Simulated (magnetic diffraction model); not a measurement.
# Magnetic neutron pattern of NdScPb2

Space group Cmcm (no. 63), a = 4.8200 Å, b = 20.5000 Å, c = 4.6880 Å.

| site | atom | x | y | z |
| --- | --- | --- | --- | --- |
| 4c | Pb | 1/2 | 0.0351 | 1/4 |
| 4c | Pb | 0 | 0.3249 | 3/4 |
| 4c | Nd | 0 | 0.1003 | 3/4 |
| 4c | Sc | 0 | 0.2514 | 1/4 |

The compound is invented for this exercise: a known structure type with other elements, its cell scaled to their sizes and not relaxed.

Only Nd is taken to order (form factors of Nd3+); orders and moment sizes are assumed, and not adapted to the symmetry. Radiation: neutrons of λ = 2.36 Å, 5° to 60°; isotropic B of 0.12 Å² (Pb), 0.1 Å² (Nd) and 0.15 Å² (Sc). The intensities are simulated: I ∝ L Σ (|F_N|² + |F_M⊥|²) for unpolarised neutrons, with F_M = 2.695 fm/μB × Σ f(s) S exp(2πi Q·r) exp(−B s²) at Q = H ± k (one set where k and −k are equivalent), only the part normal to Q counting and L = 1/(sin²θ cos θ). For collinear order S is the moment m, which repeats by lattice and centring translations R with the sign exp(−2πi k·R). Form factors are spin-only for 3d ions and dipole or tabulated for f ions, scattering lengths are Sears's of 1992, and absorption is left out. A label names one of the reflections at its angle. The strongest nuclear line in the range is 100, and lines under 0.2 are left out.

Assume the order k = (1 0 0), collinear moments along [111], 1.5 μB on Nd; signs + at (0, 0.1003, 3/4), − at (1/2, 0.3997, 1/4).

Q: Where does magnetic intensity appear, and how strong is it?

```csv
2θ (°),index,nuclear,magnetic
6.60,(0 1 0),0.0,1.9
13.22,(0 2 0),23.0,0.0
26.62,(0 4 0),10.0,0.0
28.34,(1 0 0),0.0,1.6
29.13,(1 1 0),10.9,0.0
29.93,(0 1 1),0.0,0.9
31.39,(1 2 0),0.0,0.2
32.14,(0 2 1),2.8,0.0
35.55,(0 3 1),0.0,1.3
39.28,(1 4 0),0.0,0.6
39.89,(0 4 1),3.7,0.0
40.41,(0 6 0),2.9,0.0
41.69,(1 1 1),1.5,0.0
43.37,(1 2 1),0.0,2.2
44.40,(1 5 0),34.3,0.0
46.07,(1 3 1),100.0,0.0
49.65,(1 4 1),0.0,0.5
50.09,(1 6 0),0.0,0.3
50.60,(0 6 1),19.2,0.0
54.00,(1 5 1),15.0,0.0
54.84,(0 8 0),0.9,0.0
56.26,(1 7 0),0.7,0.0
56.73,(0 7 1),0.0,0.2
58.63,(2 0 0),44.3,0.0
59.01,(1 6 1),0.0,0.3
59.08,(2 1 0),0.0,0.5
```

The strongest magnetic line in the range is (1 2 1) at 43.37° (2.2). On top of the Lorentz factor, which all lines share, magnetic lines fade with angle because f falls: for Nd3+ it is 0.98, 0.90, 0.79 and 0.54 at sin θ/λ = 0.1, 0.2, 0.3 and 0.5 Å⁻¹, while nuclear lengths stay constant. The order has no net moment.

[Logs are printed without paths, hosts, clocks, repeated set-up lines and the standing remarks that a program may print on its own settings, such as how far it seeks lower states.]
